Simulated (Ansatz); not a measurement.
# W chain started as a dimerised line: one chain at several levels of theory, part 3 of 4

How many channels does the W chain started as a dimerised line carry, and how sure is the answer?

Ansatz 0.2.0; DFT PBE, plane waves, PAW; relaxation of a chain's period (the session's first sound run).

So far, conductance of the lead as this run defines it (G₀): step 3 (the perfect wire, level PBE, cutoff 420 eV) 1.8e-5; step 5 (RPBE, another cell) 2.1e-4.

## (6) Relaxing the period, cutoff 500 eV

This step: DFT r2SCAN, plane waves, PAW; relaxation of a chain's period (Ansatz 0.2.0).

The relaxation is repeated under another functional. r2SCAN also reads the kinetic-energy density; it often gives larger moments and wider gaps than PBE, at a higher cost. Against the first PBE run of this kind, the cutoff is 500 eV against 420.

Input file input.yaml:

```yaml
crystal:
  lattice:
    - [7.5, 0.0, 0.0]
    - [0.0, 7.5, 0.0]
    - [0.0, 0.0, 6.156]
  atoms:
    - { symbol: W, position: [0.5, 0.5, 0.0], spin: 2.0 }
    - { symbol: W, position: [0.5, 0.5, 0.45], spin: 2.0 }
magnetization:
  spin_polarized: true
kpoints:
  mp_grid: { grid: [1, 1, 13] }
scf:
  occupations: { method: fermi_dirac, width: 0.05 }
hamiltonian:
  xc: r2scan
relax:
  cell: { fix: [a, b, alpha, beta, gamma] }
  max_steps: 60
```

The run is started by

```bash
$ ansatz run input.yaml --threads 4 --pin off --max-ram 8192MiB --backend cpu --events-out ev --progress --plain --runs-dir out
```

Numbers of over 12 decimals in the logs are rounded to 6 here.

Log:

```text
[...]
Crystal: 2 atoms, lattice volume = 346.275 Å³
Basis set: ecut = 500 eV, 8871 PW (Γ), exchange–correlation on 240×240×180 points (64 copies of the dense FFT grid, shifted against one another)
Bands: 20, of which v1, the nominal top of the filled ones, is band 14 counted from 1 (13 counted from 0)
Symmetry: 16 space group operations
[...]
0.000000       0.000000      -0.005574
  P = ⅓ Tr σ = -0.1698 GPa (-1.698 kbar)
--- Relaxed structure (12 steps of the walk, 10 accepted, 1 SCFs on fresh bases) ---
[...]
cell:  # Å, volume = 270.2351 Å³
    - [7.5, 0.0, 0.0]
    - [0.0, 7.5, 0.0]
    - [0.0, 0.0, 4.804179]
  atoms:
    - { symbol: W, position: [0.500000, 0.500000, -0.070020] }
    - { symbol: W, position: [0.500000, 0.500000, 0.520020] }
[key lines of the parts left out:]
SCF converged after 10 iterations
Magnetization: -0.0000 μB (14.0000 up, 14.0000 down)
Free energy (F): -20783.129441 eV
Fermi energy:    -0.914764 eV
```

Run time: 2 min. Hardware: 4 threads of Arm Neoverse V2, shared host; peak memory 1.3 GiB.

Step by step:

| step | energy less that of the first step (eV) | largest force component (eV/Å) | pressure (GPa) | volume (Å³) |
| --- | --- | --- | --- | --- |
| 1 | 0.0000 | 1.5122 | -0.60 | 346.27 |
| 2 | -0.4468 | 0.1724 | -0.61 | 329.39 |
| 3 | -0.6134 | 0.3110 | -1.15 | 312.50 |
| 4 | -0.9775 | 0.0646 | -1.10 | 295.57 |
| 5 | -1.2581 | 0.7238 | -1.29 | 279.10 |
| 6 | -1.6182 | 2.3803 | -1.41 | 262.14 |
| 7 | -1.2955 | 7.3887 | 6.05 | 245.24 |
| 8 | -2.1061 | 3.9454 | -1.13 | 265.34 |
| 9 | -2.2950 | 2.2486 | 0.84 | 267.66 |
| 10 | -2.3401 | 0.0749 | -0.18 | 270.14 |
| 11 | -2.3398 | 0.0462 | -0.19 | 270.80 |
| 12 | -2.3401 | 0.0012 | -0.17 | 270.24 |
| 13* | -2.3377 | 0.0007 | -0.17 | 270.24 |

Relaxation steps marked * repeat the geometry before them on a plane-wave basis chosen anew for their cell, so energy and pressure can jump there. Relaxation steps 7, 11 were tried and not accepted.

Forces are held to the 16 operations that the run works with; a distortion that breaks them can't arise in this run.

```csv
cell as run,before,after,change
c (Å),6.156,4.804,-22.0 %
```

The atoms that moved most (Å, along periodic axes as changes of fractional coordinates times the final cell, across vacuum about the mean position):

| atom | dx | dy | dz | length |
| --- | --- | --- | --- | --- |
| W1 | 0.000 | 0.000 | -0.336 | 0.336 |
| W2 | 0.000 | 0.000 | 0.336 | 0.336 |

The relaxed structure:

```
W
1.0
     7.50000    0.00000    0.00000
     0.00000    7.50000    0.00000
     0.00000    0.00000    4.80418
W
2
Direct
  0.50000 0.50000 0.92998
  0.50000 0.50000 0.52002
```

The cell's length comes to 4.804 Å, -0.6 % against the first run, with no moment. That is -22 % against the start, more than a small adjustment.

## (7) The perfect wire, level r2SCAN, cutoff 500 eV

This step: DFT r2SCAN, plane waves, PAW; channels and complex bands of a perfect chain (Ansatz 0.2.0).

The channels are counted again under r2SCAN, at the period that it gave. Its window is narrower, to save time.

Input file input.yaml:

```yaml
crystal:
  lattice:
    - [7.5, 0.0, 0.0]
    - [0.0, 7.5, 0.0]
    - [0.0, 0.0, 4.8041789219]
  atoms:
    - { symbol: W, position: [0.5, 0.5, 0.92998016] }
    - { symbol: W, position: [0.5, 0.5, 0.52001984] }
kpoints:
  mp_grid: { grid: [1, 1, 17] }
  band_path: { path: ["Γ", Z], npoints: 60 }
scf:
  occupations: { method: fermi_dirac, width: 0.05 }
hamiltonian:
  xc: r2scan
output:
  transmission:
    e_range: [-0.7, 0.7]
    de: 0.035
    kmesh: [1, 1]
    reduced_basis: true
    leads: [[0, 0]]
  dos: { projected: true, e_range: [-6, 4] }
```

Log:

```text
[...]
Crystal: 2 atoms, lattice volume = 270.235 Å³
Basis set: ecut = 500 eV, 6849 PW (Γ), exchange–correlation on 240×240×144 points (64 copies of the dense FFT grid, shifted against one another)
Bands: 18, of which v1, the nominal top of the filled ones, is band 14 counted from 1 (13 counted from 0)
Symmetry: 16 space group operations
[...]
k-points: 9 of 17
[...]
k-point 8: bands = [... 10 lower, -2.9787, -2.2095, -1.4313, -1.4170, -0.4700, -0.0929, -0.0929, 0.3926]
--- Transmission ---
  basis      : 593 plane waves across, 7 finite elements along
  points     : 1, standing for a mesh of 1 x 1
[...]
crystal 0  : W2, at the sites [0, 0], period 4.8042 Å: whole cells are its period
[...]
filled         : 0.2 meV over the level at which it is neutral
    channels       : 0.000000e0 a spin
[...]
slowest decay  : 0.1068 /Å at (0.0000, 0.0000)
[key lines of the parts left out:]
SCF converged after 9 iterations
Free energy (F): -20783.129392 eV
Fermi energy:    -0.917083 eV
```

Elapsed: 62 s, on 4 threads; peak memory 0.97 GiB.

Table of open channels of the lead, one spin by energy, zero at the Fermi level:

energy (eV), open channels of the lead, one spin and a bar:
```
   -0.700       2.00 ##############################
   -0.630       2.00 ##############################
   -0.560       2.00 ##############################
   -0.490       1.00 ###############
   -0.420       0.00 
   -0.350       0.00 
   -0.315       0.00 
   -0.245       0.00 
   -0.175       0.00 
   -0.105       0.00 
   -0.035       0.00 
    0.000       0.00 
    0.035       0.00 
    0.105       0.00 
    0.175       0.00 
    0.245       0.00 
    0.315       0.00 
    0.350       0.00 
    0.420       0.00 
    0.490       1.00 ###############
    0.560       1.00 ###############
    0.630       1.00 ###############
    0.700       1.00 ###############
```

At the computed energy nearest the Fermi level there are 0 channels a spin, and the thermal average gives 5.2e-8 G₀; the gap is 0.92 eV.

## (8) Relaxing the period

This step: DFT PBEsol, plane waves, PAW; relaxation of a chain's period (Ansatz 0.2.0).

The relaxation is repeated under another functional. PBEsol weakens PBE's gradient terms and usually lands between LDA and PBE.

Input file input.yaml:

```yaml
crystal:
  lattice:
    - [7.5, 0.0, 0.0]
    - [0.0, 7.5, 0.0]
    - [0.0, 0.0, 6.156]
  atoms:
    - { symbol: W, position: [0.5, 0.5, 0.0], spin: 2.0 }
    - { symbol: W, position: [0.5, 0.5, 0.45], spin: 2.0 }
magnetization:
  spin_polarized: true
kpoints:
  mp_grid: { grid: [1, 1, 13] }
scf:
  occupations: { method: fermi_dirac, width: 0.05 }
hamiltonian:
  xc: pbesol
relax:
  cell: { fix: [a, b, alpha, beta, gamma] }
  max_steps: 60
```

Log:

```text
[...]
Crystal: 2 atoms, lattice volume = 346.275 Å³
Basis set: ecut = 420 eV, 6733 PW (Γ), exchange–correlation on 108×108×90 points (8 copies of the dense FFT grid, shifted against one another)
Bands: 20, of which v1, the nominal top of the filled ones, is band 14 counted from 1 (13 counted from 0)
Symmetry: 16 space group operations
[...]
0.000000      -0.226495       0.000000
        0.000000       0.000000       0.014906
  P = ⅓ Tr σ = -0.1460 GPa (-1.460 kbar)
--- Relaxed structure (11 steps of the walk, 10 accepted, 1 SCFs on fresh bases) ---
[...]
cell:  # Å, volume = 268.2469 Å³
    - [7.5, 0.0, 0.0]
    - [0.0, 7.5, 0.0]
    - [0.0, 0.0, 4.768834]
  atoms:
    - { symbol: W, position: [0.5, 0.5, 0.016897] }
    - { symbol: W, position: [0.5, 0.5, 0.433103] }
[key lines of the parts left out:]
SCF converged after 8 iterations
Magnetization: -0.0000 μB (14.0000 up, 14.0000 down)
Free energy (F): -20501.516718 eV
Fermi energy:    -0.935010 eV
```

Wall time 23 s (4 threads); peak memory 0.63 GiB.

Relaxation path:

```csv
step,energy less that of the first step (eV),largest force component (eV/Å),pressure (GPa),volume (Å³)
1,0.0000,0.1626,-1.61,346.27
2,-0.5181,0.9787,-1.99,329.35
3,-1.3207,3.1002,-2.68,312.29
4,-3.2963,3.0506,-2.01,295.43
5,-0.7620,27.5315,7.58,288.92
6,-3.5230,1.7186,-1.43,286.85
7,-3.6978,0.3478,-0.91,278.41
8,-3.7140,2.3818,0.91,265.77
9,-3.7623,0.3452,-0.20,270.45
10,-3.7667,0.1162,-0.16,268.84
11,-3.7671,0.0061,-0.14,268.25
12*,-3.7662,0.0082,-0.15,268.25
```

Relaxation steps marked * repeat the geometry before them on a plane-wave basis chosen anew for their cell, so energy and pressure can jump there. Relaxation step 5 was tried and not accepted.

Forces are held to the 16 operations that the run works with; a distortion that breaks them can't arise in this run.

| cell as run | before | after | change |
| --- | --- | --- | --- |
| c (Å) | 6.156 | 4.769 | -22.5 % |

The atoms that moved most (Å, along periodic axes as changes of fractional coordinates times the final cell, across vacuum about the mean position):

```csv
atom,dx,dy,dz,length
W1,0.000,0.000,0.081,0.081
W2,0.000,0.000,-0.081,0.081
```

Final coordinates:

```
W
1.0
     7.50000    0.00000    0.00000
     0.00000    7.50000    0.00000
     0.00000    0.00000    4.76883
W
2
Direct
  0.50000 0.50000 0.01690
  0.50000 0.50000 0.43310
```

The cell's length comes to 4.769 Å, -1.3 % against the first run, with no moment. That is -23 % against the start, more than a small adjustment.

## (9) The wire at its relaxed period, level PBEsol, cutoff 420 eV

This step: DFT PBEsol, plane waves, PAW; channels and complex bands of a perfect chain (Ansatz 0.2.0).

The channels are counted again under PBEsol, at the period that it gave.

Input file input.yaml:

```yaml
crystal:
  lattice:
    - [7.5, 0.0, 0.0]
    - [0.0, 7.5, 0.0]
    - [0.0, 0.0, 4.7688340022]
  atoms:
    - { symbol: W, position: [0.5, 0.5, 0.016896791] }
    - { symbol: W, position: [0.5, 0.5, 0.433103209] }
kpoints:
  mp_grid: { grid: [1, 1, 17] }
  band_path: { path: ["Γ", Z], npoints: 60 }
scf:
  occupations: { method: fermi_dirac, width: 0.05 }
hamiltonian:
  xc: pbesol
output:
  transmission:
    e_range: [-2, 2]
    de: 0.035
    kmesh: [1, 1]
    reduced_basis: true
    leads: [[0, 0]]
  dos: { projected: true, e_range: [-6, 4] }
```

Log:

```text
[...]
Crystal: 2 atoms, lattice volume = 268.247 Å³
Basis set: ecut = 420 eV, 5239 PW (Γ)
Bands: 18, of which v1, the nominal top of the filled ones, is band 14 counted from 1 (13 counted from 0)
Symmetry: 16 space group operations
[...]
k-points: 9 of 17
[...]
k-point 8: bands = [... 10 lower, -2.8424, -2.2235, -1.3874, -1.3698, -0.5328, -0.2966, -0.2966, 0.1987]
--- Transmission ---
  basis      : 497 plane waves across, 6 finite elements along
  points     : 1, standing for a mesh of 1 x 1
[...]
crystal 0  : W2, at the sites [0, 0], period 4.7688 Å: whole cells are its period
[...]
filled         : 0.1 meV over the level at which it is neutral
    channels       : 0.000000e0 a spin
[...]
slowest decay  : 0.1394 /Å at (0.0000, 0.0000)
[key lines of the parts left out:]
SCF converged after 8 iterations
Free energy (F): -20501.516792 eV
Fermi energy:    -0.934414 eV
```

Elapsed: 37 s, on 4 threads; peak memory 0.52 GiB; 2.1 min of CPU time.

At the computed energy nearest the Fermi level there are 0 channels a spin, and the thermal average gives 2.6e-7 G₀; the gap is 0.83 eV.

Between step 3 and this run (PBEsol and another cell) the value for the conductance of the lead as this run defines it moves from 1.8e-5 G₀ to 2.6e-7 G₀ (-99 %).

## (10) Comparing the runs

Times are for 4 threads of Arm Neoverse V2, shared host. The runs compared:

```csv
no.,level,conductance of the lead as this run defines it (G₀),time,memory (GiB)
1,PBE,1.79e-5,41 s,0.71
2,RPBE,2.11e-4,32 s,0.54
3,r2SCAN,5.17e-8,62 s,0.97
4,PBEsol,2.64e-7,37 s,0.52
```

## (11) Relaxing the period, cutoff 1290 eV

This step: DFT PBE, plane waves, PAW (JTH); relaxation of a chain's period (Ansatz 0.2.0).

The same functional on other atomic datasets tests how far the result hangs on the treatment of the cores. Against the first PBE run of this kind, the cutoff is 1290 eV against 420.

Input file input.yaml:

```yaml
crystal:
  lattice:
    - [7.5, 0.0, 0.0]
    - [0.0, 7.5, 0.0]
    - [0.0, 0.0, 6.156]
  atoms:
    - { symbol: W, position: [0.5, 0.5, 0.0], spin: 2.0 }
    - { symbol: W, position: [0.5, 0.5, 0.45], spin: 2.0 }
magnetization:
  spin_polarized: true
kpoints:
  mp_grid: { grid: [1, 1, 13] }
scf:
  occupations: { method: fermi_dirac, width: 0.05 }
hamiltonian:
  xc: pbe
  pseudopotentials: { kind: paw, source: jth }
relax:
  cell: { fix: [a, b, alpha, beta, gamma] }
  max_steps: 60
```

Log:

```text
[...]
0.000000      -0.237445       0.000000
        0.000000       0.000000       0.008700
  P = ⅓ Tr σ = -0.1554 GPa (-1.554 kbar)
--- Relaxed structure (10 steps of the walk, 9 accepted, 1 SCFs on fresh bases) ---
[...]
cell:  # Å, volume = 272.2198 Å³
    - [7.5, 0.0, 0.0]
    - [0.0, 7.5, 0.0]
    - [0.0, 0.0, 4.839463]
  atoms:
    - { symbol: W, position: [0.5, 0.5, 0.016674] }
    - { symbol: W, position: [0.5, 0.5, 0.433326] }
[key lines of the parts left out:]
SCF converged after 6 iterations
Magnetization: -0.0000 μB (14.0000 up, 14.0000 down)
Free energy (F): -20676.505379 eV
Fermi energy:    -1.132688 eV
```

Run time: 1.8 min. Hardware: 4 threads; peak memory 2 GiB.

The cell's length comes to 4.839 Å, +0.2 % against the first run, with no moment. That is -21 % against the start, more than a small adjustment.

## (12) The relaxed wire

This step: DFT PBE, plane waves, PAW; relaxation of a chain's period (Ansatz 0.2.0).

No moment formed, so a run without spin should agree; this checks it and saves time.

input.yaml, the sections that differ from step 11:

```yaml
crystal:
  lattice:
    - [7.5, 0.0, 0.0]
    - [0.0, 7.5, 0.0]
    - [0.0, 0.0, 6.156]
  atoms:
    - { symbol: W, position: [0.5, 0.5, 0.0] }
    - { symbol: W, position: [0.5, 0.5, 0.45] }
hamiltonian:
  xc: pbe
# kpoints, scf, relax: as in step 11
# magnetization: removed
```

Log:

```text
[...]
Crystal: 2 atoms, lattice volume = 346.275 Å³
Basis set: ecut = 420 eV, 6733 PW (Γ), exchange–correlation on 108×108×90 points (8 copies of the dense FFT grid, shifted against one another)
Bands: 18, of which v1, the nominal top of the filled ones, is band 14 counted from 1 (13 counted from 0)
Symmetry: 16 space group operations
[...]
k-points: 7 of 13
[...]
-0.236816       0.000000       0.000000
        0.000000      -0.236816       0.000000
        0.000000       0.000000      -0.003570
  P = ⅓ Tr σ = -0.1591 GPa (-1.591 kbar)
--- Relaxed structure (10 steps of the walk, 10 accepted, 1 SCFs on fresh bases) ---
[...]
cell:  # Å, volume = 271.7136 Å³
    - [7.5, 0.0, 0.0]
    - [0.0, 7.5, 0.0]
    - [0.0, 0.0, 4.830465]
  atoms:
    - { symbol: W, position: [0.5, 0.5, 0.018036] }
    - { symbol: W, position: [0.5, 0.5, 0.431964] }
[key lines of the parts left out:]
SCF converged after 6 iterations
Free energy (F): -20758.908198 eV
Fermi energy:    -0.962495 eV
```

It took 7.3 s on 4 threads; peak memory 0.53 GiB; 26 s of CPU time.

The cell's length comes to 4.830 Å, -0.0 % against the first run, with spin left out. That is -22 % against the start, more than a small adjustment.

## (13) The series together

Times are for 4 threads of Arm Neoverse V2, shared host. The runs compared:

```
no.           level  cell length along the wire (Å)     time  memory (GiB)
  1             PBE                           4.831     24 s          0.63
  2            RPBE                           4.875     29 s          0.63
  3          r2SCAN                           4.804    2 min           1.3
  4          PBEsol                           4.769     23 s          0.63
  5  PBE, JTH files                           4.839  1.8 min             2
  6    PBE, no spin                           4.830    7.3 s          0.53
```

[end of part 3 of 4]

[Logs are printed without paths, hosts, clocks, repeated set-up lines and the standing remarks that a program may print on its own settings, such as how far it seeks lower states.]

[Hosts, paths, dates, database ids (printed as entryN), source tags and the programs' standing remarks are cut or masked in the printed files.]
